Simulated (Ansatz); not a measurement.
# LiMgInN2: complex band structure, part 2 of 4

A new crystal, LiMgInN2: structure, gap and complex bands. It is built by putting In for B in the LiMgBN2 structure of space group I-4m2, with the volume rescaled by atomic radii. The parent structure comes from the Materials Project.

Ansatz 0.2.0; PBE DFT, plane waves, PAW files (the session's first sound run).

So far, gap on the k-mesh (eV): step 3 (the bulk crystal and its band edges) 0.830.

The structure was built from a prototype and need not be the compound's stable phase.

## (4) Decaying states in the gap, plane (001), k-mesh 6×6×6

This step: PBE DFT, plane waves, PAW files; complex bands by layer matching along the plane's normal (Ansatz 0.2.0).

The same crystal is laid in a cell whose first two vectors span the (001) plane (indices of the standard conventional cell, whose axes can be ordered otherwise than in the bulk input). At fixed energy and wavevector in the plane the solver finds all kz, real and complex. A few wavevectors are listed, (0, 0) and (0.5, 0) in units of the plane's reciprocal vectors; the slowest state needn't be among them.

input.yaml

```yaml
crystal:
  lattice:
    - [3.853416093, 0.0, 0.0]
    - [0.0, 3.853416093, 0.0]
    - [1.926708047, 1.926708047, 5.674889285]
  atoms:
    - { symbol: Li, position: [0.25, 0.75, 0.5] }
    - { symbol: Mg, position: [0.75, 0.25, 0.5] }
    - { symbol: In, position: [0.5, 0.5, 0.0] }
    - { symbol: "N", position: [0.3263647534, 0.3263647534, 0.3472704932] }
    - { symbol: "N", position: [0.6736352466, 0.6736352466, 0.6527295068] }
kpoints:
  mp_grid: { grid: [6, 6, 6] }
scf:
  occupations: { method: fixed }
hamiltonian:
  xc: pbe
output:
  eigenvalues: true
  transmission:
    leads: [[0, 0]]
    kpoints: [[0.0, 0.0], [0.5, 0.0]]
    e_range: [-1.0, 1.83]
    de: 0.07
```

Run with:

```sh
> ansatz run input.yaml --threads 2 --pin off --max-ram 4096MiB --backend cpu --events-out ev --progress --plain --runs-dir out
```

Numbers of over 12 decimals in the logs are rounded to 6 here.

The log of the run:

```text
[...]
Crystal: 5 atoms, lattice volume = 84.265 Å³
Basis set: ecut = 420 eV, 1655 PW (Γ)
Bands: 23, of which v1, the nominal top of the filled ones, is band 18 counted from 1 (17 counted from 0)
Symmetry: 8 space group operations
[...]
k-points: 30 of 216 (time reversal used)
[...]
SCF iter   1: F=—  HF=-8495.278823 eV  |F-HF|=—  |Δ(HF+E_count)|=         —  Δρ=2.69e-3  dr2=8.80e-3  ethr=1.77e-3  ⟨swp⟩=4.9  Hψ=2832  notcnv=0  defer=86
[...]
SCF iter   7: F=-8495.276017 eV  HF=-8495.276017 eV  |F-HF|=1.34e-8  |Δ(HF+E_count)|=   1.92e-7  Δρ=2.28e-6  dr2=6.93e-9  ethr=2.78e-10  ⟨swp⟩=7.9  Hψ=2334  notcnv=0
SCF 1 converged in 7 iterations: F = -8495.276017 eV  dr2 = 6.93e-9
[...]
transmission: 9 of 18 steps passed
transmission: 18 of 18 steps passed
SCF converged after 7 iterations
Free energy (F): -8495.276017 eV
[...]
Internal energy: -8495.276017 eV  (E = F + TS)
E sigma→0 (E₀):  -8495.276017 eV
Fermi energy:    4.832413 eV
[...]
--- Band table (eV; the first three rows and the last of 30) ---
  k-point 0: bands = [... 14 lower, 3.3657, 3.3657, 4.2447, 4.2447, 5.6623, 9.5906, 11.1140, 11.1140, ... 1 higher]
  k-point 1: bands = [... 14 lower, 3.2280, 3.2280, 4.4260, 4.4260, 5.9654, 9.4777, 11.0853, 11.0853, ... 1 higher]
  k-point 2: bands = [... 14 lower, 3.0345, 3.0345, 4.7092, 4.7092, 6.7148, 9.0592, 10.4209, 11.0219, ... 1 higher]
  k-point 29: bands = [... 14 lower, 2.5994, 2.7096, 3.4644, 4.0364, 7.4582, 7.7101, 8.4983, 9.2912, ... 1 higher]
--- Transmission ---
  basis      : 137 plane waves across, 9 finite elements along
  points     : 2, as listed
  energies   : 41 from -1.000000 to 1.800000 eV about the Fermi level, 0.070000 eV apart; the leads are filled to 0.414930 eV, and channels, transmission and decay are at 0.400000 eV
  crystal 0  : In1N2Li1Mg1, at the sites [0, 0], period 5.6749 Å: whole cells are its period
    offset         : up to 0.0000 Å between an atom of the period and one for which it stands
    channels       : 0.000000e0 a spin
    conductance    : none, the energies end too early or step too widely for 300 K: set another output.transmission.e_range or a lower de, or, where they end at an eighth of basis.ecutwfc, a higher one
    slowest decay  : 0.2027 /Å at (0.0000, 0.0000)
```

It took 15 s on 2 threads of Arm Neoverse V1, shared host; peak memory 0.4 GiB; 21 s of CPU time.

This step gave:

```yaml
free_energy: -8495.2760 eV
gap_on_the_k_mesh: 0.8299 eV
level_to_which_the_leads_are_filled: 0.4149 eV from the Fermi level
decay_constant_at_the_filling_level_zone_centre: 0.2027 Å⁻¹
decay_constant_at_the_filling_level_slowest_listed_point: 0.2027 Å⁻¹
```

K parallel (0, 0); values up to 1.5 1/Å, a degenerate pair printed once or twice; energies at which all values exceed this have no row. The Im kz of the slowest decaying states by energy, zero at the highest filled level on the SCF mesh:

```
energy (eV)  decay 1 (Å⁻¹)  decay 2 (Å⁻¹)  decay 3 (Å⁻¹)  decay 4 (Å⁻¹)
      -1.00          0.183          0.183          0.301          0.795
      -0.86          0.167          0.167          0.306          0.797
      -0.72          0.128          0.307          0.801              -
      -0.58          0.306          0.805              -              -
      -0.44          0.301          0.810              -              -
      -0.30          0.293          0.815              -              -
      -0.16          0.282          0.821              -              -
      -0.02          0.268          0.828           1.50              -
       0.12          0.173          0.250          0.836           1.48
       0.26          0.229          0.247          0.844           1.47
       0.40          0.203          0.298          0.853           1.45
       0.54          0.169          0.338          0.863           1.44
       0.68          0.124          0.371          0.874           1.42
       0.82         0.0317          0.398          0.886           1.40
       0.96          0.422          0.899           1.38              -
       1.10          0.443          0.915           1.36              -
       1.24          0.461          0.933           1.34              -
       1.38          0.477          0.954           1.31           1.49
       1.52          0.491          0.980           1.29           1.48
       1.66          0.503           1.01           1.26           1.47
       1.80          0.514           1.06           1.22           1.45
```

K parallel (0, 0). The Re kz of states that move upwards by energy, zero at the highest filled level on the SCF mesh:

```
energy (eV)  channel 1 (Å⁻¹)  channel 2 (Å⁻¹)
      -1.00                -                -
      -0.93                -                -
      -0.79                -                -
      -0.72                -                -
      -0.58           0.0365           0.0365
      -0.51            0.114            0.114
      -0.44            0.164            0.164
      -0.30            0.250            0.250
      -0.23            0.294            0.294
      -0.16            0.342            0.342
      -0.02            0.483            0.483
       0.05                -                -
       0.19                -                -
       0.26                -                -
       0.33                -                -
       0.47                -                -
       0.54                -                -
       0.61                -                -
       0.75                -                -
       0.82                -                -
       0.96            0.119                -
       1.03            0.149                -
       1.10            0.174                -
       1.24            0.217                -
       1.31            0.236                -
       1.38            0.255                -
       1.52            0.289                -
       1.59            0.305                -
       1.73            0.336                -
       1.80            0.352                -
```

K parallel (0.5, 0); values up to 1.5 1/Å, a degenerate pair printed once or twice; energies at which all values exceed this have no row. Table of Im kz of the slowest decaying states by energy, zero at the highest filled level on the SCF mesh:

```
energy (eV)  decay 1 (Å⁻¹)  decay 2 (Å⁻¹)  decay 3 (Å⁻¹)
      -1.00          0.764           1.21              -
      -0.93          0.773           1.21              -
      -0.86          0.770           1.20              -
      -0.79         0.0756          0.756           1.20
      -0.72          0.108          0.726           1.19
      -0.65          0.132          0.660           1.18
      -0.58          0.151          0.560           1.18
      -0.44          0.182          0.768           1.16
      -0.37          0.194          0.803           1.16
      -0.30          0.205          0.829           1.15
      -0.23          0.215          0.849           1.15
      -0.16          0.223          0.865           1.14
      -0.09          0.231          0.878           1.13
      -0.02          0.238          0.889           1.13
       0.05          0.244          0.899           1.12
       0.12          0.250          0.908           1.11
       0.19          0.255          0.915           1.10
       0.26          0.259          0.921           1.10
       0.33          0.263          0.926           1.09
       0.47          0.269          0.935           1.08
       0.54          0.271          0.939           1.07
       0.61          0.272          0.942           1.06
       0.68          0.273          0.944           1.05
       0.75          0.273          0.947           1.04
       0.82          0.272          0.948           1.04
       0.89          0.271          0.950           1.03
       0.96          0.268          0.951           1.02
       1.03          0.265          0.952           1.01
       1.10          0.260          0.952           1.00
       1.17          0.254          0.953          0.995
       1.24          0.247          0.953          0.986
       1.38          0.223          0.952          0.968
       1.45          0.205          0.952          0.958
       1.52          0.179          0.948          0.951
       1.59          0.133          0.938          0.950
       1.66          0.928          0.949              -
       1.73         0.0436          0.917          0.947
       1.80          0.161          0.906          0.946
```

At the listed wavevectors the last open channel is at -0.02 eV and the next at +0.89 eV on the grid. At +0.40 eV, the grid energy nearest the filling level (the middle of the gap on the SCF mesh), the slowest state at the listed wavevectors decays with κ = 0.203 Å⁻¹, its amplitude falling by e over 4.9 Å. Through 1 nm of this crystal that state's transmission falls by exp(−2 × 0.203 Å⁻¹ × 10 Å) = 0.017.

[end of part 2 of 4]

[Logs are printed without paths, hosts, clocks, repeated set-up lines and the standing remarks that a program may print on its own settings, such as how far it seeks lower states.]

[Hosts, paths, dates, database ids (printed as entryN), source tags and the programs' standing remarks are cut or masked in the printed files.]
